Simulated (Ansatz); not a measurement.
# Nb wire along [100], 24 atoms a period: bands along the axis

Wanted: the relaxed geometry and the bands of the Nb wire along [100], 24 atoms a period.

Program: Ansatz 0.2.0. Level of theory: DFT PBE, plane waves, PAW; relaxation of a wire's period; PAW set soft_1, in the first sound run; inputs show where later runs differ. Results are calculated unless marked as measured.

### Step 1. Set-up

The cell holds 24 atoms: 24 Nb. Cell: a = 16.730 Å, b = 16.730 Å, c = 3.310 Å, α = 90.0°, β = 90.0°, γ = 90.0°. Vacuum lies along a and b. The structure's axis is c.

### Step 2. Relaxation of atoms and period

Band widths follow the bond lengths, so the wire is relaxed first. The atoms and the third cell vector are free; the box across stays fixed as vacuum. A Fermi-Dirac smearing is set since the result may be a metal. The pressure printed is a third of the stress's trace over the whole box, vacuum included; only the stress along the axis is relaxed.

Contents of input.yaml:

```yaml
crystal:
  lattice:
    - [16.73, 0.0, 0.0]
    - [0.0, 16.73, 0.0]
    - [0.0, 0.0, 3.31]
  atoms:
    - { symbol: Nb, position: [0.203227735, 0.302151823, 0.0] }
    - { symbol: Nb, position: [0.203227735, 0.5, 0.0] }
    - { symbol: Nb, position: [0.203227735, 0.697848177, 0.0] }
    - { symbol: Nb, position: [0.401075912, 0.302151823, 0.0] }
    - { symbol: Nb, position: [0.401075912, 0.5, 0.0] }
    - { symbol: Nb, position: [0.401075912, 0.697848177, 0.0] }
    - { symbol: Nb, position: [0.598924088, 0.302151823, 0.0] }
    - { symbol: Nb, position: [0.598924088, 0.5, 0.0] }
    - { symbol: Nb, position: [0.598924088, 0.697848177, 0.0] }
    - { symbol: Nb, position: [0.796772265, 0.302151823, 0.0] }
    - { symbol: Nb, position: [0.796772265, 0.5, 0.0] }
    - { symbol: Nb, position: [0.796772265, 0.697848177, 0.0] }
    - { symbol: Nb, position: [0.302151823, 0.203227735, 0.5] }
    - { symbol: Nb, position: [0.302151823, 0.401075912, 0.5] }
    - { symbol: Nb, position: [0.302151823, 0.598924088, 0.5] }
    - { symbol: Nb, position: [0.302151823, 0.796772265, 0.5] }
    - { symbol: Nb, position: [0.5, 0.203227735, 0.5] }
    - { symbol: Nb, position: [0.5, 0.401075912, 0.5] }
    - { symbol: Nb, position: [0.5, 0.598924088, 0.5] }
    - { symbol: Nb, position: [0.5, 0.796772265, 0.5] }
    - { symbol: Nb, position: [0.697848177, 0.203227735, 0.5] }
    - { symbol: Nb, position: [0.697848177, 0.401075912, 0.5] }
    - { symbol: Nb, position: [0.697848177, 0.598924088, 0.5] }
    - { symbol: Nb, position: [0.697848177, 0.796772265, 0.5] }
kpoints:
  mp_grid: { grid: [1, 1, 25] }
scf:
  occupations: { method: fermi_dirac, width: 0.05 }
hamiltonian:
  xc: pbe
  pseudopotentials: { kind: paw, azcp: { folder: soft_1 } }
relax:
  cell: { fix: [a, b, alpha, beta, gamma] }
  max_steps: 45
  f_tol: 0.03
```

Launch:

```console
ansatz run input.yaml --threads 4 --pin off --max-ram 16384MiB --backend cpu --events-out ev --progress --plain --runs-dir out
```

Numbers of over 12 decimals in the logs are rounded to 6 here.

What it wrote:

```text
Engine: ansatz 0.2.0, x86_64-unknown-linux-gnu
Pseudopotentials: kind: paw
Pseudopotential: Nb, paw, valence charge 13, recommended cutoff 420 eV (normal), soft_1/Nb.paw.azcp
Functional definition: PBE
  parameter kappa = 0.804
  parameter beta = 0.066725
  exchange = pbe_x(kappa = kappa, mu = beta*pi^2/3)
  correlation = pbe_c(beta = beta)
Crystal: 24 atoms, lattice volume = 926.445 Å³
Basis set: ecut = 420 eV, 18171 PW (Γ), exchange–correlation on 240×240×48 points (8 copies of the dense FFT grid, shifted against one another)
Bands: 188, of which v1, the nominal top of the filled ones, is band 156 counted from 1 (155 counted from 0)
Symmetry: 16 space group operations
Space group: P42/mmc (ITA 131), of the structure as read, at distance tolerance 9.7e-5 Å
k-points: 13 of 25
Non-local potential: Nb, projectors of the file, l = 0: 3, l = 1: 2, l = 2: 2, l = 3: 1
PAW form: soft (Blöchl's): semilocal exchange-correlation on the pseudo side does not see the compensation charge
PAW one-centre angular grid: Nb, 590 points (default); XC on 64 Gauss nodes
Initial density: superposition of atomic densities (neutral atoms: chi_scale 0, normalization atom)
Initial wavefunctions: pseudopotential atomic-orbital guess
Functional: x = pbe(κ = 0.804, μ = 0.219515), c = pbe(β = 0.066725)
SCF iter   1: F=—  HF=-109268.267997 eV  |F-HF|=—  |Δ(HF+E_count)|=         —  Δρ=7.13e-2  dr2=4.72e2  ethr=3.10e-3  ⟨swp⟩=9.3  Hψ=10619  notcnv=0  defer=24
preconditioner: auto → LDOS  [metal: Δε(μ)=0.004 eV  Ē_g=3.748 eV  σ=0.050 eV  W_gap=0.02  n_scr=186 (ndim 8)  ℏωp=13.4 eV  f_vac=0.370  D(μ)=16.17/eV (n_scr^D=68)  β→1.0]
SCF iter   2: F=—  HF=-109311.708326 eV  |F-HF|=—  |Δ(HF+E_count)|=    4.34e1  Δρ=1.24e-1  dr2=3.25e3  ethr=3.10e-3  ⟨swp⟩=11.0  Hψ=15039  notcnv=0  defer=85  recentre
SCF iter   3: F=—  HF=-109243.657071 eV  |F-HF|=—  |Δ(HF+E_count)|=    6.81e1  Δρ=4.22e-2  dr2=2.14e2  ethr=3.10e-3  ⟨swp⟩=7.7  Hψ=11474  notcnv=0  defer=32
SCF iter   4: F=—  HF=-109233.228460 eV  |F-HF|=—  |Δ(HF+E_count)|=    1.04e1  Δρ=6.46e-3  dr2=2.74e0  ethr=3.10e-3  ⟨swp⟩=5.3  Hψ=5248  notcnv=0  defer=66
SCF iter   5: F=—  HF=-109233.138334 eV  |F-HF|=—  |Δ(HF+E_count)|=   9.01e-2  Δρ=2.61e-3  dr2=5.00e-1  ethr=8.79e-4  ⟨swp⟩=6.4  Hψ=4390  notcnv=0  defer=46
SCF iter   6: F=—  HF=-109233.136935 eV  |F-HF|=—  |Δ(HF+E_count)|=   1.40e-3  Δρ=1.08e-3  dr2=7.81e-2  ethr=1.60e-4  ⟨swp⟩=3.5  Hψ=3807  notcnv=0  defer=49
SCF iter   7: F=—  HF=-109233.133646 eV  |F-HF|=—  |Δ(HF+E_count)|=   3.29e-3  Δρ=3.08e-4  dr2=1.65e-3  ethr=2.50e-5  ⟨swp⟩=2.5  Hψ=3314  notcnv=0  defer=42
SCF iter   8: F=—  HF=-109233.133974 eV  |F-HF|=—  |Δ(HF+E_count)|=   3.28e-4  Δρ=1.31e-4  dr2=7.73e-4  ethr=5.29e-7  ⟨swp⟩=3.2  Hψ=4614  notcnv=0  defer=42
SCF iter   9: F=—  HF=-109233.134005 eV  |F-HF|=—  |Δ(HF+E_count)|=   3.09e-5  Δρ=4.56e-5  dr2=1.90e-4  ethr=2.48e-7  ⟨swp⟩=2.0  Hψ=3181  notcnv=0  defer=42
SCF iter  10: F=—  HF=-109233.134020 eV  |F-HF|=—  |Δ(HF+E_count)|=   1.54e-5  Δρ=1.69e-5  dr2=1.22e-5  ethr=6.10e-8  ⟨swp⟩=2.0  Hψ=2782  notcnv=0  defer=42
SCF iter  11: F=—  HF=-109233.133960 eV  |F-HF|=—  |Δ(HF+E_count)|=   6.05e-5  Δρ=6.83e-6  dr2=1.60e-6  ethr=3.92e-9  ⟨swp⟩=2.4  Hψ=3328  notcnv=0  defer=42
SCF iter  12: F=—  HF=-109233.133960 eV  |F-HF|=—  |Δ(HF+E_count)|=   7.98e-8  Δρ=2.07e-6  dr2=1.24e-7  ethr=5.13e-10  ⟨swp⟩=2.5  Hψ=3274  notcnv=0  defer=42
SCF iter  13: F=-109233.133960 eV  HF=-109233.133960 eV  |F-HF|=1.99e-9  |Δ(HF+E_count)|=   3.35e-8  Δρ=7.23e-7  dr2=9.67e-9  ethr=3.21e-11  ⟨swp⟩=5.6  Hψ=7369  notcnv=0
SCF 1 converged in 13 iterations: F = -109233.133960 eV  dr2 = 9.67e-9
  greatest PAW one-centre occupation: 0.998 electrons in one spin orbital (limit 2), on the Nb atom at site 22 (counted from 0), in its partial waves of l = 0
relax step   1: F+E_penalty+E_count = -109233.13395988 eV  Δ(F+E_penalty+E_count) = +0.000e0 eV  max|allowed force component| = 1.776e0 eV/Å  Δτ_max = 0.0000 Å  P = -5.521 GPa  Ω = 926.445 Å³  fix = [a, b, alpha, beta, gamma]  reactions: a -4.836, b -4.836 GPa  (13 SCF iters, dr2 threshold 1.00e-7 eV, accepted)
Crystal: 24 atoms, lattice volume = 881.295 Å³
Basis set: ecut = 420 eV, 17219 PW (Γ), exchange–correlation on 240×240×48 points (8 copies of the dense FFT grid, shifted against one another)
Initial density: handed on by an earlier stage of this run
Initial wavefunctions: those handed on with the density
SCF iter   1: F=—  HF=-109236.044089 eV  |F-HF|=—  |Δ(HF+E_count)|=         —  Δρ=2.03e-2  dr2=1.69e1  ethr=3.10e-3  ⟨swp⟩=8.8  Hψ=10861  notcnv=0  defer=17
preconditioner: auto → LDOS  [metal: Δε(μ)=0.014 eV  Ē_g=3.100 eV  σ=0.050 eV  W_gap=0.07  n_scr=178 (ndim 8)  ℏωp=13.7 eV  f_vac=0.404  D(μ)=28.69/eV (n_scr^D=226)  β→1.0]
SCF iter   2: F=—  HF=-109235.098852 eV  |F-HF|=—  |Δ(HF+E_count)|=   9.45e-1  Δρ=9.20e-3  dr2=2.73e0  ethr=3.10e-3  ⟨swp⟩=3.0  Hψ=4042  notcnv=0  defer=82
SCF iter   3: F=—  HF=-109234.900380 eV  |F-HF|=—  |Δ(HF+E_count)|=   1.98e-1  Δρ=3.48e-3  dr2=5.35e-1  ethr=8.75e-4  ⟨swp⟩=3.0  Hψ=3764  notcnv=0  defer=82
SCF iter   4: F=—  HF=-109234.837873 eV  |F-HF|=—  |Δ(HF+E_count)|=   6.25e-2  Δρ=9.72e-4  dr2=3.68e-2  ethr=1.71e-4  ⟨swp⟩=2.0  Hψ=3691  notcnv=0  defer=82
SCF iter   5: F=—  HF=-109234.835286 eV  |F-HF|=—  |Δ(HF+E_count)|=   2.59e-3  Δρ=2.99e-4  dr2=3.53e-3  ethr=1.18e-5  ⟨swp⟩=2.0  Hψ=3408  notcnv=0  defer=82
SCF iter   6: F=—  HF=-109234.835237 eV  |F-HF|=—  |Δ(HF+E_count)|=   4.93e-5  Δρ=9.82e-5  dr2=2.61e-4  ethr=1.13e-6  ⟨swp⟩=2.0  Hψ=3365  notcnv=0  defer=82
SCF iter   7: F=—  HF=-109234.835301 eV  |F-HF|=—  |Δ(HF+E_count)|=   6.37e-5  Δρ=3.77e-5  dr2=4.51e-5  ethr=8.36e-8  ⟨swp⟩=2.2  Hψ=3471  notcnv=0  defer=82
SCF iter   8: F=—  HF=-109234.835313 eV  |F-HF|=—  |Δ(HF+E_count)|=   1.22e-5  Δρ=1.26e-5  dr2=7.87e-6  ethr=1.45e-8  ⟨swp⟩=2.2  Hψ=3183  notcnv=0  defer=82
SCF iter   9: F=-109234.835313 eV  HF=-109234.835314 eV  |F-HF|=5.65e-7  |Δ(HF+E_count)|=   6.65e-7  Δρ=5.56e-6  dr2=1.01e-6  ethr=7.69e-10  ⟨swp⟩=5.0  Hψ=7769  notcnv=0
SCF 2 converged in 9 iterations: F = -109234.835313 eV  dr2 = 1.01e-6
relax step   2: F+E_penalty+E_count = -109234.83531310 eV  Δ(F+E_penalty+E_count) = -1.701e0 eV  max|allowed force component| = 8.569e-1 eV/Å  Δτ_max = 0.1761 Å  P = +2.325 GPa  Ω = 881.295 Å³  energy of the carried Pulay correction = +2.845e-3 eV  fix = [a, b, alpha, beta, gamma]  reactions: a +1.873, b +1.873 GPa  (9 SCF iters, dr2 threshold 2.40e-6 eV, accepted)
Crystal: 24 atoms, lattice volume = 895.772 Å³
[...]
relax step   7: F+E_penalty+E_count = -109235.29591855 eV  Δ(F+E_penalty+E_count) = -2.258e-3 eV  max|allowed force component| = 1.199e-1 eV/Å  Δτ_max = 0.0186 Å  P = -0.067 GPa  Ω = 902.229 Å³  energy of the carried Pulay correction = +1.508e-3 eV  fix = [a, b, alpha, beta, gamma]  reactions: a -0.163, b -0.163 GPa  (7 SCF iters, dr2 threshold 8.17e-7 eV, accepted)
[...]
relax step   8: F+E_penalty+E_count = -109235.29950672 eV  Δ(F+E_penalty+E_count) = -3.588e-3 eV  max|allowed force component| = 3.237e-2 eV/Å  Δτ_max = 0.0151 Å  P = -0.094 GPa  Ω = 905.126 Å³  energy of the carried Pulay correction = +1.326e-3 eV  fix = [a, b, alpha, beta, gamma]  reactions: a -0.090, b -0.090 GPa  (6 SCF iters, dr2 threshold 8.98e-7 eV, accepted)
[...]
relax step   9: F+E_penalty+E_count = -109235.30053491 eV  Δ(F+E_penalty+E_count) = -1.028e-3 eV  max|allowed force component| = 3.289e-3 eV/Å  Δτ_max = 0.0048 Å  P = -0.067 GPa  Ω = 903.876 Å³  energy of the carried Pulay correction = +1.404e-3 eV  fix = [a, b, alpha, beta, gamma]  reactions: a -0.101, b -0.101 GPa  (7 SCF iters, dr2 threshold 6.55e-8 eV, accepted)
Initial wavefunctions: pseudopotential atomic-orbital guess (no wavefunctions were taken with the density)
iter 1 solved again at ethr=2.44e-6 eV; its pass at ethr=3.10e-3 eV (dr2=7.60e-3 eV) is discarded
SCF iter   1: F=—  HF=-109235.299117 eV  |F-HF|=—  |Δ(HF+E_count)|=         —  Δρ=2.87e-5  dr2=1.06e-6  ethr=2.44e-6  ⟨swp⟩=4.4  Hψ=16273  notcnv=0
eigensolver tolerance schedule: the retry pair's looser diagonalisation over-reported the residual by 7164.91 of it (diagonalisation noise at an unbounded share of the residual, at the tolerance the schedule requests for it); recorded, not acted on — ethr = c·dr2/N_el stays at c = 1.0e-1
preconditioner: auto → LDOS  [metal: Δε(μ)=0.009 eV  Ē_g=2.937 eV  σ=0.050 eV  W_gap=0.04  n_scr=194 (ndim 8)  ℏωp=13.5 eV  f_vac=0.407  D(μ)=31.44/eV (n_scr^D=250)  β→1.0]
SCF iter   2: F=—  HF=-109235.299151 eV  |F-HF|=—  |Δ(HF+E_count)|=   3.37e-5  Δρ=5.42e-6  dr2=2.37e-7  ethr=3.40e-10  ⟨swp⟩=4.2  Hψ=7011  notcnv=0
SCF iter   3: F=—  HF=-109235.299150 eV  |F-HF|=—  |Δ(HF+E_count)|=   4.60e-8  Δρ=1.38e-6  dr2=2.43e-8  ethr=7.60e-11  ⟨swp⟩=2.2  Hψ=4431  notcnv=0
SCF iter   4: F=—  HF=-109235.299150 eV  |F-HF|=—  |Δ(HF+E_count)|=   2.26e-9  Δρ=3.97e-7  dr2=4.14e-9  ethr=7.80e-12  ⟨swp⟩=2.3  Hψ=4279  notcnv=0
SCF iter   5: F=-109235.299150 eV  HF=-109235.299150 eV  |F-HF|=1.89e-10  |Δ(HF+E_count)|=  4.22e-10  Δρ=1.05e-7  dr2=2.28e-10  ethr=1.00e-12  ⟨swp⟩=3.2  Hψ=9816  notcnv=0
SCF 10 converged in 5 iterations: F = -109235.299150 eV  dr2 = 2.28e-10
relax step  10: F+E_penalty+E_count = -109235.29915049 eV  Δ(F+E_penalty+E_count) = +1.384e-3 eV  max|allowed force component| = 3.385e-3 eV/Å  Δτ_max = 0.0000 Å  P = -0.066 GPa  Ω = 903.876 Å³  fix = [a, b, alpha, beta, gamma]  reactions: a -0.100, b -0.100 GPa  stress off target by 2.28e-3 GPa on what of the cell is left free  SCF on the basis re-selected at this cell (its energy is not comparable with the rows above)  (5 SCF iters)
basis re-selected at this cell: Δ(F+E_penalty+E_count) = +1.384e-3 eV, ΔP = +0.001 GPa vs the last step (what re-selecting the basis moved, of the pressure what is left beyond the Pulay correction that the steps carried, after the strain that the cell walked since its last selection, with what the two solves' SCF thresholds leave and, on support functions, any second-order correction that the steps lacked; it is no m [...]
SCF converged after 5 iterations
Free energy (F): -109235.299150 eV
Harris-Foulkes:  -109235.299150 eV  (|F-HF|=1.89e-10)
Internal energy: -109235.042848 eV  (E = F + TS)
E sigma→0 (E₀):  -109235.170999 eV
Entropy (-TS):   -0.256302 eV (-10.679 meV/atom)
Fermi energy:    7.007223 eV
--- Per-component energies (eV) ---
  E_band       = -5037.964582
  E_kinetic    = 8947.148328
  E_local      = -125240.557241  (includes V_loc(G=0)·N_el)
  E_nonlocal   = 2304.348570
  E_hartree    = 58289.820921
  E_xc         = -3959.718416
  E_vxc        = -4791.296365  (∫ρ·V_xc dr)
  E_paw        = -73980.274124  (= ΣΔE_a)
  E_vpaw       = -2837.249333  (= ΣTr[D̂ρ^β])
  E_aug_tail   = 0.001031  (compensation charges beyond the density's cutoff)
  E_ewald      = 24404.188083
  E_smearing   = -0.256302  (= −TS)
  E_closure    = 0.000000  (closes the sum)
  Σ components = -109235.299150   (vs F -109235.299150, Δ=0.00e0)
--- Forces (eV/Å), atoms counted from 1 ---
  atom   1  Nb    -0.00338470     0.00061641     0.00000000
  atom   2  Nb     0.00004723     0.00000000     0.00000000
  atom   3  Nb    -0.00338470    -0.00061641     0.00000000
  atom   4  Nb     0.00013718     0.00235016     0.00000000
  atom   5  Nb    -0.00028209     0.00000000     0.00000000
  atom   6  Nb     0.00013718    -0.00235016     0.00000000
  atom   7  Nb    -0.00013718     0.00235016     0.00000000
  atom   8  Nb     0.00028209     0.00000000     0.00000000
  atom   9  Nb    -0.00013718    -0.00235016     0.00000000
  atom  10  Nb     0.00338470     0.00061641     0.00000000
  atom  11  Nb    -0.00004723     0.00000000     0.00000000
  atom  12  Nb     0.00338470    -0.00061641     0.00000000
  atom  13  Nb     0.00061641    -0.00338470     0.00000000
  atom  14  Nb     0.00235016     0.00013718     0.00000000
  atom  15  Nb     0.00235016    -0.00013718     0.00000000
  atom  16  Nb     0.00061641     0.00338470     0.00000000
  atom  17  Nb     0.00000000     0.00004723     0.00000000
  atom  18  Nb     0.00000000    -0.00028209     0.00000000
  atom  19  Nb     0.00000000     0.00028209     0.00000000
  atom  20  Nb     0.00000000    -0.00004723     0.00000000
  atom  21  Nb    -0.00061641    -0.00338470     0.00000000
  atom  22  Nb    -0.00235016     0.00013718     0.00000000
  atom  23  Nb    -0.00235016    -0.00013718     0.00000000
  atom  24  Nb    -0.00061641     0.00338470     0.00000000
  max |Σ_I F_I| component: 6.51e-19 eV/Å
--- Stress (GPa, compression-positive) ---
       -0.100062       0.000000       0.000000
        0.000000      -0.100062       0.000000
        0.000000       0.000000       0.002282
  P = ⅓ Tr σ = -0.0659 GPa (-0.659 kbar)
--- Relaxed structure (9 steps of the walk, 9 accepted, 1 SCFs on fresh bases) ---
  F+E_penalty+E_count = -109235.29915049 eV   max|allowed force component| = 3.385e-3 eV/Å   (the final SCF, on the basis selected at the relaxed cell)
  cell:  # Å, volume = 903.8756 Å³
    - [16.73, 0.0, 0.0]
    - [0.0, 16.73, 0.0]
    - [0.0, 0.0, 3.229362]
  atoms:
    - { symbol: Nb, position: [0.211744, 0.297896, 0.0] }
    - { symbol: Nb, position: [0.211890, 0.5, 0.0] }
    - { symbol: Nb, position: [0.211744, 0.702104, 0.0] }
    - { symbol: Nb, position: [0.400735, 0.301539, 0.0] }
    - { symbol: Nb, position: [0.399493, 0.5, 0.0] }
    - { symbol: Nb, position: [0.400735, 0.698461, 0.0] }
    - { symbol: Nb, position: [0.599265, 0.301539, 0.0] }
    - { symbol: Nb, position: [0.600507, 0.5, 0.0] }
    - { symbol: Nb, position: [0.599265, 0.698461, 0.0] }
    - { symbol: Nb, position: [0.788256, 0.297896, 0.0] }
    - { symbol: Nb, position: [0.788110, 0.5, 0.0] }
    - { symbol: Nb, position: [0.788256, 0.702104, 0.0] }
    - { symbol: Nb, position: [0.297896, 0.211744, 0.5] }
    - { symbol: Nb, position: [0.301539, 0.400735, 0.5] }
    - { symbol: Nb, position: [0.301539, 0.599265, 0.5] }
    - { symbol: Nb, position: [0.297896, 0.788256, 0.5] }
    - { symbol: Nb, position: [0.5, 0.211890, 0.5] }
    - { symbol: Nb, position: [0.5, 0.399493, 0.5] }
    - { symbol: Nb, position: [0.5, 0.600507, 0.5] }
    - { symbol: Nb, position: [0.5, 0.788110, 0.5] }
    - { symbol: Nb, position: [0.702104, 0.211744, 0.5] }
    - { symbol: Nb, position: [0.698461, 0.400735, 0.5] }
    - { symbol: Nb, position: [0.698461, 0.599265, 0.5] }
    - { symbol: Nb, position: [0.702104, 0.788256, 0.5] }
```

Run time: 6.3 min. Hardware: 4 threads of Intel Xeon Platinum 8375C at 2.90GHz (Ice Lake), shared host; peak memory 4.3 GiB; 24 min of CPU time.

[end of part 1 of 2]

[Logs are printed without paths, hosts, clocks, repeated set-up lines and the standing remarks that a program may print on its own settings, such as how far it seeks lower states.]

[Hosts, paths, dates, database ids (printed as entryN), source tags and the programs' standing remarks are cut or masked in the printed files.]
